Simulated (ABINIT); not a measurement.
**GaN (P6_3mc): G0W0 with ABINIT, start to end**

Wanted: ground state, empty states, screening and self-energy for GaN (P6_3mc).

Calculated with ABINIT 10.8.3; PBE and many-body steps on it, plane waves.

Report form: the programs' logs are mostly left out.

The database entry behind the starting cell has ideal inner coordinates that were not refined, so it need not match the best structure at ambient conditions.

## 1. Set-up

It takes space group P6_3mc (No. 186, hexagonal). Conventional cell: a = 3.190 Å, b = 3.190 Å, c = 5.189 Å, α = 90.00°, β = 90.00°, γ = 120.00°. Ga has 4 N at 1.95 Å nearest. Nearest to N lie 4 Ga at 1.95 Å. Farther neighbours and most contacts between anions are not listed.

The cell and positions come from the Crystallography Open Database and are kept as given unless a step says otherwise.

## 2. Ground state

This step: ABINIT 10.8.3; DFT, PBE, plane waves, norm-conserving pseudopotentials.

The ground-state density comes first.

Contents of run.abi:

```
acell 3*1.0 Angstrom
rprim 
  3.190000000016 -0.000000000004 0.000000000000
  -1.595000000005 2.762621038088 0.000000000000
  0.000000000000 0.000000000000 5.189000000000
ntypat 2
znucl 31 7
natom 4
typat 1 1 2 2
xred 
  0.666666666667 0.333333333333 0.000000000000
  0.333333333333 0.666666666667 0.500000000000
  0.666666666667 0.333333333333 0.375000000000
  0.333333333333 0.666666666667 0.875000000000
pp_dirpath "pseudos"
pseudos "Ga.upf, N.upf"
ecut 45
ngkpt 6 6 4
nshiftk 1
shiftk 0 0 0
kptopt 1
chksymbreak 0
nband 32
occopt 1
tolvrs 1e-10
nstep 60
prtwf 0
optforces 0
optstress 0
indata_prefix "in"
outdata_prefix "out"
tmpdata_prefix "tmp"
```

Launch:

```
> OMP_NUM_THREADS=1 mpirun -n 8 abinit run.abi > log
```

Wall time 37 s (8 MPI ranks of Arm Neoverse N1, shared host); peak memory 0.67 GiB.

This step gave:

```
total energy               : -14080.1837 eV
gap                        : 1.919 eV
k of the valence top       : 0, 0, 0
k of the conduction bottom : 0, 0, 0
least direct gap           : 1.919 eV
```

The gap is direct, at Γ.

## 3. Bands along the symmetry lines

Levels along a band path, at the cheap level, show where the edges lie and whether the meshes to come will hold them.

Contents of run.abi:

```
acell 3*1.0 Angstrom
rprim 
  3.190000000016 -0.000000000004 0.000000000000
  -1.595000000005 2.762621038088 0.000000000000
  0.000000000000 0.000000000000 5.189000000000
ntypat 2
znucl 31 7
natom 4
typat 1 1 2 2
xred 
  0.666666666667 0.333333333333 0.000000000000
  0.333333333333 0.666666666667 0.500000000000
  0.666666666667 0.333333333333 0.375000000000
  0.333333333333 0.666666666667 0.875000000000
pp_dirpath "pseudos"
pseudos "Ga.upf, N.upf"
ecut 45
iscf -2
irdden 1
kptopt 0
nkpt 75
kpt 
  0.00000000 0.00000000 0.00000000
  0.06250000 0.00000000 0.00000000
  0.12500000 0.00000000 0.00000000
  0.18750000 0.00000000 0.00000000
  0.25000000 0.00000000 0.00000000
  0.31250000 0.00000000 0.00000000
  0.37500000 0.00000000 0.00000000
  0.43750000 0.00000000 0.00000000
  0.50000000 0.00000000 0.00000000
  0.47916667 0.04166667 0.00000000
  0.45833333 0.08333333 0.00000000
  0.43750000 0.12500000 0.00000000
  0.41666666 0.16666666 0.00000000
  0.39583333 0.20833333 0.00000000
  0.37500000 0.25000000 0.00000000
  0.35416666 0.29166666 0.00000000
  0.33333333 0.33333333 0.00000000
  0.29166666 0.29166666 0.00000000
  0.25000000 0.25000000 0.00000000
  0.20833333 0.20833333 0.00000000
  0.16666666 0.16666666 0.00000000
  0.12500000 0.12500000 0.00000000
  0.08333333 0.08333333 0.00000000
  0.04166667 0.04166667 0.00000000
  0.00000000 0.00000000 0.00000000
  0.00000000 0.00000000 0.06250000
  0.00000000 0.00000000 0.12500000
  0.00000000 0.00000000 0.18750000
  0.00000000 0.00000000 0.25000000
  0.00000000 0.00000000 0.31250000
  0.00000000 0.00000000 0.37500000
  0.00000000 0.00000000 0.43750000
  0.00000000 0.00000000 0.50000000
  0.06250000 0.00000000 0.50000000
  0.12500000 0.00000000 0.50000000
  0.18750000 0.00000000 0.50000000
  0.25000000 0.00000000 0.50000000
  0.31250000 0.00000000 0.50000000
  0.37500000 0.00000000 0.50000000
  0.43750000 0.00000000 0.50000000
  0.50000000 0.00000000 0.50000000
  0.47916667 0.04166667 0.50000000
  0.45833333 0.08333333 0.50000000
  0.43750000 0.12500000 0.50000000
  0.41666666 0.16666666 0.50000000
  0.39583333 0.20833333 0.50000000
  0.37500000 0.25000000 0.50000000
  0.35416666 0.29166666 0.50000000
  0.33333333 0.33333333 0.50000000
  0.29166666 0.29166666 0.50000000
  0.25000000 0.25000000 0.50000000
  0.20833333 0.20833333 0.50000000
  0.16666666 0.16666666 0.50000000
  0.12500000 0.12500000 0.50000000
  0.08333333 0.08333333 0.50000000
  0.04166667 0.04166667 0.50000000
  0.00000000 0.00000000 0.50000000
  0.50000000 0.00000000 0.50000000
  0.50000000 0.00000000 0.43750000
  0.50000000 0.00000000 0.37500000
  0.50000000 0.00000000 0.31250000
  0.50000000 0.00000000 0.25000000
  0.50000000 0.00000000 0.18750000
  0.50000000 0.00000000 0.12500000
  0.50000000 0.00000000 0.06250000
  0.50000000 0.00000000 0.00000000
  0.33333333 0.33333333 0.50000000
  0.33333333 0.33333333 0.43750000
  0.33333333 0.33333333 0.37500000
  0.33333333 0.33333333 0.31250000
  0.33333333 0.33333333 0.25000000
  0.33333333 0.33333333 0.18750000
  0.33333333 0.33333333 0.12500000
  0.33333333 0.33333333 0.06250000
  0.33333333 0.33333333 0.00000000
istwfk *1
nband 37
nbdbuf 6
tolwfr 1e-07
nstep 50
prtwf 0
prtvol 0
indata_prefix "in"
outdata_prefix "out"
tmpdata_prefix "tmp"
```

The job ended after 43 s (8 MPI ranks; peak memory 0.69 GiB).

Numbers from this step:

```
gap                        : 1.919 eV
k of the valence top       : 0, 0, 0
k of the conduction bottom : 0, 0, 0
least direct gap           : 1.919 eV
```

The gap is 1.919 eV, as in the run before at this level.

Electronic bands along the path, in eV, zero at the top of the highest filled band:

```csv
point,band 23,band 24,band 25,band 26,band 27,band 28,band 29,band 30
Γ,-1.04,-0.06,0.00,0.00,1.92,4.27,9.18,9.92
halfway,-2.86,-1.98,-0.74,-0.49,4.29,5.95,7.37,8.53
M,-4.22,-2.73,-2.23,-0.98,5.08,5.57,6.06,8.58
halfway,-4.23,-3.52,-2.38,-1.86,5.61,6.60,6.63,8.43
K,-5.26,-3.00,-3.00,-2.68,5.16,7.79,7.79,8.40
halfway,-3.66,-2.39,-1.01,-0.92,4.93,6.87,7.29,7.66
Γ,-1.04,-0.06,0.00,0.00,1.92,4.27,9.18,9.92
halfway,-0.90,-0.90,-0.16,-0.16,3.11,4.37,8.80,9.60
A,-0.53,-0.53,-0.53,-0.53,4.25,4.25,8.50,8.50
halfway,-2.07,-2.07,-1.28,-1.28,5.24,5.24,7.65,7.65
L,-1.93,-1.93,-1.91,-1.91,4.42,4.42,7.80,7.80
halfway,-3.18,-3.18,-1.60,-1.60,5.37,5.37,8.11,8.11
H,-4.16,-4.16,-1.49,-1.49,6.44,6.44,7.31,7.31
halfway,-2.11,-2.11,-1.80,-1.80,5.66,5.66,7.66,7.66
A,-0.53,-0.53,-0.53,-0.53,4.25,4.25,8.50,8.50
jump to L,-1.93,-1.93,-1.91,-1.91,4.42,4.42,7.80,7.80
halfway,-3.30,-2.51,-1.70,-1.28,4.32,5.11,7.56,7.84
M,-4.22,-2.73,-2.23,-0.98,5.08,5.57,6.06,8.58
jump to H,-4.16,-4.16,-1.49,-1.49,6.44,6.44,7.31,7.31
halfway,-4.96,-3.18,-2.20,-2.20,5.90,7.19,7.19,8.18
K,-5.26,-3.00,-3.00,-2.68,5.16,7.79,7.79,8.40
```

## 4. Empty states on the mesh, 6×6×4 mesh, 254 bands

The sums over transitions need many empty states on a uniform mesh; this step solves for them.

Contents of run.abi:

```
acell 3*1.0 Angstrom
rprim 
  3.190000000016 -0.000000000004 0.000000000000
  -1.595000000005 2.762621038088 0.000000000000
  0.000000000000 0.000000000000 5.189000000000
ntypat 2
znucl 31 7
natom 4
typat 1 1 2 2
xred 
  0.666666666667 0.333333333333 0.000000000000
  0.333333333333 0.666666666667 0.500000000000
  0.666666666667 0.333333333333 0.375000000000
  0.333333333333 0.666666666667 0.875000000000
pp_dirpath "pseudos"
pseudos "Ga.upf, N.upf"
ecut 45
ngkpt 6 6 4
nshiftk 1
shiftk 0 0 0
kptopt 1
chksymbreak 0
irdden 1
istwfk *1
nband 254
prtvol 0
optdriver 6
gwr_task "HDIAGO"
paral_kgb 0
occopt 1
indata_prefix "in"
outdata_prefix "out"
tmpdata_prefix "tmp"
```

It took 4.8 min on 8 MPI ranks; peak memory 9 GiB.

This step gave:

* gap: 1.919 eV
* k of the valence top: 0, 0, 0
* k of the conduction bottom: 0, 0, 0
* least direct gap: 1.919 eV
* k points computed: 21
* lowest point of the top converged band, above the valence top: 150.9421 eV

On this mesh the gap is 1.919 eV.

## 5. Screening, 6×6×4 mesh, 246 bands, screening to 277.6 eV

The RPA dielectric matrix is built and inverted for each q.

This step: RPA screening on PBE, plane waves, norm-conserving pseudopotentials.

run.abi: that of step 4 with these lines changed.

```diff
@@ -22,10 +22,11 @@
 chksymbreak 0
-irdden 1
 istwfk *1
-nband 254
-prtvol 0
-optdriver 6
-gwr_task "HDIAGO"
-paral_kgb 0
 occopt 1
+irdwfk 1
+optdriver 3
+nband 246
+ecuteps 10.2
+inclvkb 2
+awtr 1
+symchi 1
 indata_prefix "in"
```

The job ended after 38 min (8 MPI ranks; peak memory 6.5 GiB).

Numbers from this step:

```
ε∞ with local fields, on this mesh, along the program's q direction : 5.864
the same without local fields                                       : 6.317
plasma frequency                                                    : 39.60 eV
plane waves in the screening matrix                                 : 465
```

Local fields lower ε∞ by 7 %.

## 6. Self-energy, 6×6×4 mesh, 246 bands, screening to 277.6 eV

The self-energy is evaluated for the states that the input lists, and the levels follow from it, in one-shot runs by the linearised quasiparticle equation.

This step: G0W0 on PBE, plane waves, norm-conserving pseudopotentials.

run.abi: that of step 5 with these lines changed.

```diff
@@ -25,8 +25,21 @@
 irdwfk 1
-optdriver 3
+optdriver 4
 nband 246
+gwcalctyp 0
+ecutsigx 45
+symsigma 1
+nkptgw 4
+kptgw 
+  0.0000000000 0.0000000000 0.0000000000
+  0.5000000000 0.0000000000 0.0000000000
+  0.0000000000 0.0000000000 0.5000000000
+  0.5000000000 0.0000000000 0.5000000000
+bdgw 
+  25 28
+  25 28
+  23 28
+  25 28
 ecuteps 10.2
-inclvkb 2
-awtr 1
-symchi 1
+irdscr 1
+ppmodel 1
 indata_prefix "in"
```

Run time: 4.9 min. Hardware: 8 MPI ranks; peak memory 6.1 GiB; 39 min of CPU time.

Numbers from this step:

```
G0W0 gap on the mesh                         : 2.796 eV
starting gap on the mesh                     : 1.919 eV
k of the valence top                         : 0, 0, 0
k of the conduction bottom                   : 0, 0, 0
Z at the valence top                         : 0.797
Z at the conduction bottom                   : 0.824
least direct G0W0 gap on the computed points : 2.796 eV
```

The gap on the mesh goes from 1.92 eV to 2.80 eV, a correction of +0.88 eV.

Limits: finite bands, cutoff and mesh; no spin-orbit coupling. v1 is the top filled band, c1 the lowest empty one. Levels before and after the correction, in eV, zero at the valence-band top of each column:

```csv
,conduction bottom,valence top
Kohn-Sham,1.92,0.00
G0W0,2.80,0.00
```

```csv
,level,energy (eV)
Kohn-Sham,Γ v2-v1,0.000
Kohn-Sham,Γ c1,1.919
Kohn-Sham,Γ c2,4.269
G0W0,Γ v2-v1,0.000
G0W0,Γ c1,2.796
G0W0,Γ c2,5.300
```

## 7. Where the time went

Times are wall times on 8 MPI ranks of Arm Neoverse N1, shared host, good to a factor of about two.

```csv
step,time,share,memory (GiB)
ground state,37 s,1 %,0.67
bands along the symmetry lines,43 s,1 %,0.69
empty states on the mesh,4.8 min,10 %,9.0
screening,38 min,78 %,6.5
self-energy,4.9 min,10 %,6.1
```

## 8. Results

```json
{
  "PBE gap": "1.92 eV, direct",
  "G0W0 gap on the mesh": "2.80 eV",
  "GW settings": "6×6×4 mesh, 246 bands, screening to 277.6 eV, Godby-Needs plasmon pole",
  "known limits": "not at the basis limit; no spin-orbit coupling"
}
```

G0W0 moves the gap on the mesh from 1.92 eV to 2.80 eV (+0.88 eV), with Z of 0.80 and 0.82 at the edges. Local fields lower the RPA ε∞ on this mesh from 6.32 to 5.86. The dearest step here is «screening». Bands and cutoff are finite, so the gap is not at the basis limit. The miss can reach some tenths of an eV and take either sign; the mesh is an error of its own. The many-body steps are scalar-relativistic: spin-orbit coupling is not in them.

[Paths, hosts, dates, memory and timing lines, banners, echoed tables and standing remarks are left out of the program output.]

[Logs are printed without paths, hosts, clocks, repeated set-up lines and the standing remarks that a program may print on its own settings, such as how far it seeks lower states.]

[Runs of the session that timed out or met a known fault of the program may be left out.]

[Hosts, paths, dates, database ids (printed as entryN), source tags and the programs' standing remarks are cut or masked in the printed files.]

[G0W0 gaps are taken among the corrected bands and points alone; a level outside them can change the order at an edge.]

[Where Ansatz stands beside ABINIT at settings called matched, ABINIT's density can come from a denser mesh and the files from another edition; pairs whose starting gaps differed by over 0.03 eV were left out, so agreement reads better than it is.]
